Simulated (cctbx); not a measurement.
# Symmetry from intensities

Cell: a = 4.1400 Å, b = 10.3760 Å, c = 3.8630 Å, α = 90.00°, β = 90.00°, γ = 90.00°. Expected content of the cell: Cd2 Zn4 O6.

The data are simulated with cctbx, not measured: Mo Kα, λ = 0.71073 Å, to d = 0.8 Å, 50 % of the full sphere, strongest reflection 5000 counts, noise from counting, a 1.5 % proportional error and a noise floor of 2 counts (s.d.); no absorption, some extinction.

A first pass over the reflections prints:

```text
666 reflections to d = 0.804 A
centring   violations  <I/sigma> of those
    A        243 of   323     11.1
    B        253 of   332     10.8
    C        212 of   321      9.9
    I        197 of   316      9.7
    R        311 of   438     10.1
    F        354 of   488     10.6
Laue class    unique    Rint  (classes that these axes allow; Friedel mates merged)
P -1              493   0.030
P 1 2/m 1         325   0.035
P 1 1 2/m         341   0.033
P 2/m 1 1         337   0.037
P m m m           220   0.038
space group    extra absences  I>4sigma  <I/sigma>
P 2 2 2                 0          0         -  acentric
P 21 2 2                3          0      -0.6  acentric
P 2 21 2                7          0      -0.3  acentric
P 21 21 2              10          0      -0.4  acentric
P m m 2                 0          0         -  acentric
P 2 m m                 0          0         -  acentric
P m 2 m                 0          0         -  acentric
P 21 m n               56          0      -0.3  acentric
P m 21 n               56          0      -0.3  acentric
P m m m                 0          0         -  centric
P m m n :1             56          0      -0.3  centric
P m m n :2             56          0      -0.3  centric
Wilson B = 1.30 A^2   <|E^2-1|> = 0.915 (0.968 centric, 0.736 acentric)   E^2>4: 1.5 %
shell (A)         n   <I/sigma>
 3.86 - 1.58     37     21.2
 1.58 - 1.27     26     22.4
 1.27 - 1.11     28     12.5
 1.11 - 1.01     23     19.8
 1.01 - 0.94     27     14.2
 0.94 - 0.88     30     13.3
 0.88 - 0.84     23      9.5
 0.84 - 0.80     26     13.2
```

**Question.** What are the lattice type, the Laue class and the likely space group?

Every centring test has many violations, so the lattice is primitive.

Rint stays low (0.030 to 0.038) up to P m m m, the highest class in these axes.

12 settings pass the absence test. The most absences obeyed, 56, belong to P 21 m n, P m 21 n and P m m n, which absences can't tell apart.

⟨|E²−1|⟩ = 0.915 leans to a centrosymmetric structure. The Wilson B of 1.30 Å² means U ≈ 0.0165 Å².

The true group is Pmmn (no. 59, origin choice 1), Laue class mmm, centrosymmetric. The tables only narrow the choice to the tied entries; cell content, site symmetry and trial solutions must settle it.

The model is made up (kin elements in a known structure type, no relaxation), so it says nothing on whether the phase exists.

[Logs are printed without paths, hosts, clocks, repeated set-up lines and the standing remarks that a program may print on its own settings, such as how far it seeks lower states.]
